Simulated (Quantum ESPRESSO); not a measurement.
# Wannier-interpolated electron–phonon scattering in Rh (Fm-3m), part 2 of 5

How strongly do phonons scatter the electrons of Rh (Fm-3m), and how dense must the meshes be?

Quantum ESPRESSO 7.5; DFT PBE, scalar-relativistic, plane waves, PseudoDojo 0.4.1 norm-conserving pseudopotentials.

So far. Step 2 (Relaxation): The volume ends at 14.04 Å³ an atom, +2.7 % from the start. Step 3 (Ground state): The Fermi level lies at 22.03 eV and the pressure is 0.091 GPa.

## 4. Phonons on the coarse mesh

ph.x gives the dynamical matrices and the changes of the potential on a coarse q mesh, which EPW interpolates.

ph.in reads:

```
phonons
&inputph
   prefix = 'x'
   outdir = './tmp'
   tr2_ph = 1.0d-14
   fildyn = 'x.dyn'
   fildvscf = 'dvscf'
   ldisp = .true.
   nq1 = 4
   nq2 = 4
   nq3 = 4
   alpha_mix(1) = 0.5
   amass(1) = 102.9055
/
```

Run with:

```sh
$ OMP_NUM_THREADS=1 mpirun -n 8 ph.x -nk 8 -in ph.in > ph.out
```

The log of the run:

```text
[banner, memory and clock lines left out]
Program PHONON v.7.5

     ./tmp/x.save/

     IMPORTANT: XC functional enforced from input :
     Exchange-correlation= PBE
                           (   1   4   3   4   0   0   0)
     Any further DFT definition will be discarded
     Please, verify this is what you really want

     G-vector sticks info

     Reading collected, re-writing distributed wavefunctions in ./tmp/

     Dynamical matrices for ( 4, 4, 4)  uniform grid of q-points
     (   8 q-points):
       N         xq(1)         xq(2)         xq(3)
       1   0.000000000   0.000000000   0.000000000
       2   0.176776695   0.176776695  -0.176776695
       3  -0.353553391  -0.353553391   0.353553391
       4   0.353553391   0.000000000   0.000000000
       5  -0.176776695  -0.530330086   0.530330086
       6   0.000000000  -0.353553391   0.353553391
       7  -0.707106781   0.000000000   0.000000000
       8  -0.707106781   0.353553391   0.000000000

     Number and degeneracy of irreps per q-point
       N         xq(1)         xq(2)         xq(3)   N irreps
       1   0.000000000   0.000000000   0.000000000       1
        3
       2   0.176776695   0.176776695  -0.176776695       2
        1   2
       3  -0.353553391  -0.353553391   0.353553391       2
        1   2
       4   0.353553391   0.000000000   0.000000000       2
        1   2
       5  -0.176776695  -0.530330086   0.530330086       3
     No degeneracy
       6   0.000000000  -0.353553391   0.353553391       3
     No degeneracy
       7  -0.707106781   0.000000000   0.000000000       2
        1   2
       8  -0.707106781   0.353553391   0.000000000       2
        1   2

     Saving dvscf to file. Distribute only q points, not irreducible representations.

     Calculation of q =    0.0000000   0.0000000   0.0000000

     phonons

     bravais-lattice index     =            0
     lattice parameter (alat)  =       5.1172  a.u.
     unit-cell volume          =      94.7490 (a.u.)^3
     number of atoms/cell      =            1
     number of atomic types    =            1
     kinetic-energy cut-off    =      88.0000  Ry
     charge density cut-off    =     352.0000  Ry
     convergence threshold     =      1.0E-14
     beta                      =       0.5000
     number of iterations used =            4
     Exchange-correlation= PBE
                           (   1   4   3   4   0   0   0)

     celldm(1)=    5.11717  celldm(2)=    0.00000  celldm(3)=    0.00000
     celldm(4)=    0.00000  celldm(5)=    0.00000  celldm(6)=    0.00000

     crystal axes: (cart. coord. in units of alat)
               a(1) = (  0.0000  0.7071  0.7071 )
               a(2) = (  0.7071  0.0000  0.7071 )
               a(3) = (  0.7071  0.7071  0.0000 )

     reciprocal axes: (cart. coord. in units 2 pi/alat)
               b(1) = ( -0.7071  0.7071  0.7071 )
               b(2) = (  0.7071 -0.7071  0.7071 )
               b(3) = (  0.7071  0.7071 -0.7071 )

     Atoms inside the unit cell:

     Cartesian axes

     site n.  atom      mass           positions (alat units)
        1  Rh    102.9055   tau(    1) = (    0.00000    0.00000    0.00000  )

     Computing dynamical matrix for
                    q = (   0.0000000   0.0000000   0.0000000 )

     49 Sym.Ops. (with q -> -q+G )

     G cutoff =  233.4762  (  10489 G-vectors)     FFT grid: ( 32, 32, 32)

     number of k points=    72  Marzari-Vanderbilt smearing, width (Ry)=  0.0200

     PseudoPot. # 1 for Rh read from file:
     ./pseudo/Rh.upf
     Pseudo is Norm-conserving + core correction, Zval = 17.0
     Using radial grid of 1568 points,  6 beta functions with:
                l(1) =   0
                l(2) =   0
                l(3) =   1
                l(4) =   1
                l(5) =   2
                l(6) =   2

     Mode symmetry, O_h (m-3m)  point group:

     Atomic displacements:
     There are    1 irreducible representations

     Representation     1      3 modes -  To be done

     Alpha used in Ewald sum =   2.8000

     Representation #   1 modes #   1   2   3

     Self-consistent Calculation

     Pert. #  1: Fermi energy shift (Ry) =    -1.7233E-26     2.1159E-37
     Pert. #  2: Fermi energy shift (Ry) =    -8.6165E-27    -1.5673E-38
     Pert. #  3: Fermi energy shift (Ry) =    -3.4466E-26    -4.7020E-38

      thresh= 1.000E-02 alpha_mix =  0.500 |ddv_scf|^2 =  1.070E-05

     Pert. #  1: Fermi energy shift (Ry) =    -4.3082E-27     6.1224E-39
     Pert. #  2: Fermi energy shift (Ry) =     1.2925E-26    -9.7958E-40
     Pert. #  3: Fermi energy shift (Ry) =     2.1541E-26    -1.4694E-39

      thresh= 3.271E-04 alpha_mix =  0.500 |ddv_scf|^2 =  3.153E-07

     Pert. #  1: Fermi energy shift (Ry) =     6.4623E-27     6.7346E-40
     Pert. #  2: Fermi energy shift (Ry) =    -1.0771E-26    -1.4541E-40
     Pert. #  3: Fermi energy shift (Ry) =     8.6165E-27    -1.8367E-40

      thresh= 5.615E-05 alpha_mix =  0.500 |ddv_scf|^2 =  7.481E-09

     Pert. #  1: Fermi energy shift (Ry) =     2.1541E-27     7.2703E-41
     Pert. #  2: Fermi energy shift (Ry) =    -2.1541E-26     8.4183E-41
     Pert. #  3: Fermi energy shift (Ry) =     0.0000E+00    -1.2245E-40

      thresh= 8.649E-06 alpha_mix =  0.500 |ddv_scf|^2 =  9.513E-11

     Pert. #  1: Fermi energy shift (Ry) =     1.4002E-26     2.1046E-41
     Pert. #  2: Fermi energy shift (Ry) =     4.3082E-27     7.6530E-42
     Pert. #  3: Fermi energy shift (Ry) =     6.4623E-27     2.6785E-41

      thresh= 9.754E-07 alpha_mix =  0.500 |ddv_scf|^2 =  7.653E-13

     Pert. #  1: Fermi energy shift (Ry) =    -1.4002E-26     5.2614E-42
     Pert. #  2: Fermi energy shift (Ry) =     1.2925E-26     1.9132E-42
     Pert. #  3: Fermi energy shift (Ry) =     0.0000E+00     6.6963E-42

      thresh= 8.748E-08 alpha_mix =  0.500 |ddv_scf|^2 =  7.143E-14

     Pert. #  1: Fermi energy shift (Ry) =    -1.0771E-26    -1.4349E-42
     Pert. #  2: Fermi energy shift (Ry) =     8.6165E-27    -1.7219E-41
     Pert. #  3: Fermi energy shift (Ry) =     2.1541E-27     5.7397E-42

      thresh= 2.673E-08 alpha_mix =  0.500 |ddv_scf|^2 =  2.385E-16

     End of self-consistent calculation

     Convergence has been achieved

     Number of q in the star =    1
     List of q in the star:
          1   0.000000000   0.000000000   0.000000000

     Diagonalizing the dynamical matrix

     q = (    0.000000000   0.000000000   0.000000000 )

 **************************************************************************
     freq (    1) =      -0.033859 [THz] =      -1.129414 [cm-1]
     freq (    2) =      -0.033859 [THz] =      -1.129414 [cm-1]
     freq (    3) =      -0.033859 [THz] =      -1.129414 [cm-1]
[...]
thresh= 5.452E-06 alpha_mix =  0.500 |ddv_scf|^2 =  1.241E-10

      thresh= 1.114E-06 alpha_mix =  0.500 |ddv_scf|^2 =  3.268E-12

      thresh= 1.808E-07 alpha_mix =  0.500 |ddv_scf|^2 =  1.423E-14

      thresh= 1.193E-08 alpha_mix =  0.500 |ddv_scf|^2 =  1.744E-15

     End of self-consistent calculation

     Convergence has been achieved

     Representation #   2 modes #   2   3

     Self-consistent Calculation

      thresh= 1.000E-02 alpha_mix =  0.500 |ddv_scf|^2 =  5.464E-05

[...]
End of self-consistent calculation

     Convergence has been achieved

     Number of q in the star =    3
     List of q in the star:
          1  -0.707106781   0.000000000   0.000000000
          2   0.000000000   0.000000000  -0.707106781
          3   0.000000000  -0.707106781   0.000000000

     Diagonalizing the dynamical matrix

     q = (   -0.707106781   0.000000000   0.000000000 )

 **************************************************************************
     freq (    1) =       5.548766 [THz] =     185.086918 [cm-1]
     freq (    2) =       5.548766 [THz] =     185.086918 [cm-1]
     freq (    3) =       6.915684 [THz] =     230.682372 [cm-1]
 **************************************************************************

     Mode symmetry, D_4h(4/mmm) point group:

     freq (   1-   2) =        185.1  [cm-1]   --> E_u  X_5' M_5'
     freq (   3-   3) =        230.7  [cm-1]   --> A_2u X_4' M_4'

     Calculation of q =   -0.7071068   0.3535534   0.0000000

     G-vector sticks info

     Title:
     phonons

     bravais-lattice index     =            0
     lattice parameter (alat)  =       5.1172  a.u.
     unit-cell volume          =      94.7490 (a.u.)^3
     number of atoms/cell      =            1
     number of atomic types    =            1
     number of electrons       =        17.00
     number of Kohn-Sham states=           13
     kinetic-energy cutoff     =      88.0000  Ry
     charge density cutoff     =     352.0000  Ry
     Exchange-correlation= PBE
                           (   1   4   3   4   0   0   0)

     celldm(1)=   5.117171  celldm(2)=   0.000000  celldm(3)=   0.000000
     celldm(4)=   0.000000  celldm(5)=   0.000000  celldm(6)=   0.000000

     crystal axes: (cart. coord. in units of alat)
               a(1) = (   0.000000   0.707107   0.707107 )
               a(2) = (   0.707107   0.000000   0.707107 )
               a(3) = (   0.707107   0.707107   0.000000 )

     reciprocal axes: (cart. coord. in units 2 pi/alat)
               b(1) = ( -0.707107  0.707107  0.707107 )
               b(2) = (  0.707107 -0.707107  0.707107 )
               b(3) = (  0.707107  0.707107 -0.707107 )

     PseudoPot. # 1 for Rh read from file:
     ./pseudo/Rh.upf
     Pseudo is Norm-conserving + core correction, Zval = 17.0
     Using radial grid of 1568 points,  6 beta functions with:
[...]
l(5) =   2
                l(6) =   2

     atomic species   valence    mass     pseudopotential
     Rh               17.00   102.90550     Rh( 1.00)

     48 Sym. Ops., with inversion, found

   Cartesian axes

     site n.     atom                  positions (alat units)
         1        Rh     tau(   1) = (   0.0000000   0.0000000   0.0000000  )

     number of k points=   524  Marzari-Vanderbilt smearing, width (Ry)=  0.0200

     Number of k-points >= 100: set verbosity='high' to print them.

     Dense  grid:    10489 G-vectors     FFT dimensions: (  32,  32,  32)

     The potential is recalculated from file :
     ./tmp/_ph0/x.q_8/x.save/charge-density

     Starting wfcs are   10 atomic +    3 random wfcs

     Band Structure Calculation
     Davidson diagonalization with overlap

     ethr =  5.88E-11,  avg # of iterations = 14.2

     End of band structure calculation

     Number of k-points >= 100: set verbosity='high' to print the bands.

     the Fermi energy is    22.0289 ev

     Writing config to output data dir ./tmp/_ph0/x.q_8/x.save/ :
     XML data file

     phonons

     bravais-lattice index     =            0
     lattice parameter (alat)  =       5.1172  a.u.
     unit-cell volume          =      94.7490 (a.u.)^3
     number of atoms/cell      =            1
     number of atomic types    =            1
     kinetic-energy cut-off    =      88.0000  Ry
     charge density cut-off    =     352.0000  Ry
     convergence threshold     =      1.0E-14
     beta                      =       0.5000
     number of iterations used =            4
     Exchange-correlation= PBE
                           (   1   4   3   4   0   0   0)

     celldm(1)=    5.11717  celldm(2)=    0.00000  celldm(3)=    0.00000
     celldm(4)=    0.00000  celldm(5)=    0.00000  celldm(6)=    0.00000

     crystal axes: (cart. coord. in units of alat)
               a(1) = (  0.0000  0.7071  0.7071 )
               a(2) = (  0.7071  0.0000  0.7071 )
               a(3) = (  0.7071  0.7071  0.0000 )

     reciprocal axes: (cart. coord. in units 2 pi/alat)
               b(1) = ( -0.7071  0.7071  0.7071 )
               b(2) = (  0.7071 -0.7071  0.7071 )
               b(3) = (  0.7071  0.7071 -0.7071 )

     Atoms inside the unit cell:

     Cartesian axes

     site n.  atom      mass           positions (alat units)
        1  Rh    102.9055   tau(    1) = (    0.00000    0.00000    0.00000  )

     Computing dynamical matrix for
                    q = (  -0.7071068   0.3535534   0.0000000 )

      8 Sym.Ops. (no q -> -q+G )

     G cutoff =  233.4762  (  10489 G-vectors)     FFT grid: ( 32, 32, 32)

     number of k points=   524  Marzari-Vanderbilt smearing, width (Ry)=  0.0200

     PseudoPot. # 1 for Rh read from file:
     ./pseudo/Rh.upf
     Pseudo is Norm-conserving + core correction, Zval = 17.0
     Using radial grid of 1568 points,  6 beta functions with:
                l(1) =   0
                l(2) =   0
                l(3) =   1
                l(4) =   1
                l(5) =   2
                l(6) =   2

     Mode symmetry, D_2d (-42m) point group:

     Atomic displacements:
     There are    2 irreducible representations

     Representation     1      1 modes -  To be done

     Representation     2      2 modes -  To be done

     Alpha used in Ewald sum =   2.8000

     Representation #   1 mode #   1

     Self-consistent Calculation

[...]
End of self-consistent calculation

     Convergence has been achieved

     Representation #   2 modes #   2   3

     Self-consistent Calculation

      thresh= 1.000E-02 alpha_mix =  0.500 |ddv_scf|^2 =  1.743E-04

      thresh= 1.320E-03 alpha_mix =  0.500 |ddv_scf|^2 =  8.505E-06

      thresh= 2.916E-04 alpha_mix =  0.500 |ddv_scf|^2 =  5.580E-08

      thresh= 2.362E-05 alpha_mix =  0.500 |ddv_scf|^2 =  2.836E-09

      thresh= 5.326E-06 alpha_mix =  0.500 |ddv_scf|^2 =  1.696E-11

      thresh= 4.119E-07 alpha_mix =  0.500 |ddv_scf|^2 =  7.788E-13

      thresh= 8.825E-08 alpha_mix =  0.500 |ddv_scf|^2 =  2.268E-14

      thresh= 1.506E-08 alpha_mix =  0.500 |ddv_scf|^2 =  7.799E-16

     End of self-consistent calculation

     Convergence has been achieved

     Number of q in the star =    6
     List of q in the star:
          1  -0.707106781   0.353553391  -0.000000000
          2   0.707106781   0.000000000   0.353553391
          3   0.707106781   0.000000000  -0.353553391
          4   0.707106781  -0.353553391   0.000000000
          5   0.353553391   0.000000000  -0.707106781
          6  -0.353553391  -0.000000000   0.707106781

     Diagonalizing the dynamical matrix

     q = (   -0.707106781   0.353553391   0.000000000 )

 **************************************************************************
     freq (    1) =       5.490951 [THz] =     183.158401 [cm-1]
     freq (    2) =       5.934913 [THz] =     197.967391 [cm-1]
     freq (    3) =       5.934913 [THz] =     197.967391 [cm-1]
 **************************************************************************

     Mode symmetry, D_2d (-42m) point group:

     freq (   1-   1) =        183.2  [cm-1]   --> B_2  X_3  W_2
     freq (   2-   3) =        198.0  [cm-1]   --> E    X_5  W_3
```

Run time: 19 min. Hardware: 8 MPI ranks of Arm Neoverse N1, shared host; 2.5 h of CPU time.

Numbers from this step:

| Property | Result |
| --- | --- |
| lowest frequency off the zone centre | 97.06 cm⁻¹ |
| largest magnitude of the acoustic modes at the zone centre, before the sum rule | 1.129 cm⁻¹ |

Frequencies at the irreducible wavevectors:

```
  q1    q2     q3  star  mode 1 (cm⁻¹)  mode 2 (cm⁻¹)  mode 3 (cm⁻¹)
   0     0      0     1           -1.1           -1.1           -1.1
   0     0   0.25     8           97.1           97.1          192.9
   0     0   -0.5     4          137.8          137.8          235.8
   0  0.25   0.25     6          131.9          131.9          203.7
   0  0.25   -0.5    24          160.2            175          220.7
   0  0.25  -0.25    12          136.4          164.6          219.4
   0  -0.5   -0.5     3          185.1          185.1          230.7
0.25  -0.5  -0.25     6          183.2            198            198
```

The lowest mode off the zone centre lies at 97.1 cm⁻¹ and the highest of all solved modes at 236 cm⁻¹, so the solved wavevectors are stable. The acoustic modes at the centre lie within 1.1 cm⁻¹ of zero before the sum rule is imposed.

## 5. Bands for the check

Bands on a path serve later as the test of the Wannier interpolation; inside the frozen window, points that lie on the coarse mesh match by construction, and those between them test it.

bands.in reads:

```
&control
   calculation = 'bands'
   prefix = 'x'
   outdir = './tmp'
   pseudo_dir = './pseudo'
   verbosity = 'high'
/
&system
   ibrav = 0
   nat = 1
   ntyp = 1
   ecutwfc = 88.0
   occupations = 'smearing'
   smearing = 'mv'
   degauss = 0.02
   nbnd = 31
/
&electrons
   conv_thr = 1.0d-10
/
ATOMIC_SPECIES
 Rh    102.9055  Rh.upf
CELL_PARAMETERS angstrom
     0.000000000    1.914767400    1.914767400
     1.914767400    0.000000000    1.914767400
     1.914767400    1.914767400    0.000000000
ATOMIC_POSITIONS crystal
 Rh     0.000000000   0.000000000   0.000000000
K_POINTS crystal
45
 0.37500000 0.37500000 0.75000000 0.02222222
 0.35000000 0.35000000 0.70000000 0.02222222
 0.32500000 0.32500000 0.65000000 0.02222222
 0.30000000 0.30000000 0.60000000 0.02222222
[the list of k-points goes on]
```

Run with:

```sh
$ OMP_NUM_THREADS=1 mpirun -n 8 pw.x -nk 8 -in bands.in > bands.out
```

The log of the run:

```text
[banner, memory and clock lines left out]
[...]
number of Kohn-Sham states=           31
```

Elapsed: 4.7 s, on 8 MPI ranks.

## 6. States on the coarse mesh

Wannier functions need the states on a full uniform k mesh, and the couplings need it to be a multiple of the q mesh.

nscf.in reads:

```
&control
   calculation = 'nscf'
   prefix = 'x'
   outdir = './tmp'
   pseudo_dir = './pseudo'
   verbosity = 'high'
/
&system
   ibrav = 0
   nat = 1
   ntyp = 1
   ecutwfc = 88.0
   occupations = 'smearing'
   smearing = 'mv'
   degauss = 0.02
   nbnd = 31
/
&electrons
   conv_thr = 1.0d-11
/
ATOMIC_SPECIES
 Rh    102.9055  Rh.upf
CELL_PARAMETERS angstrom
     0.000000000    1.914767400    1.914767400
     1.914767400    0.000000000    1.914767400
     1.914767400    1.914767400    0.000000000
ATOMIC_POSITIONS crystal
 Rh     0.000000000   0.000000000   0.000000000
K_POINTS crystal
512
 0.00000000 0.00000000 0.00000000 0.00195312
 0.00000000 0.00000000 0.12500000 0.00195312
 0.00000000 0.00000000 0.25000000 0.00195312
 0.00000000 0.00000000 0.37500000 0.00195312
[the list of k-points goes on]
```

Run with:

```sh
$ OMP_NUM_THREADS=1 mpirun -n 8 pw.x -nk 8 -in nscf.in > nscf.out
```

The log of the run:

```text
[banner, memory and clock lines left out]
[...]
number of Kohn-Sham states=           31
     the Fermi energy is    22.0934 ev
```

Elapsed: 42 s, on 8 MPI ranks; 5.6 min of CPU time.

Numbers from this step:

* Fermi energy: 22.09 eV

(Part 2 of 5 ends here.)

[The logs of pw.x and epw.x are selected lines.]

[Logs are printed without paths, hosts, clocks, repeated set-up lines and the standing remarks that a program may print on its own settings, such as how far it seeks lower states.]

[Hosts, paths, dates, database ids (printed as entryN), source tags and the programs' standing remarks are cut or masked in the printed files.]
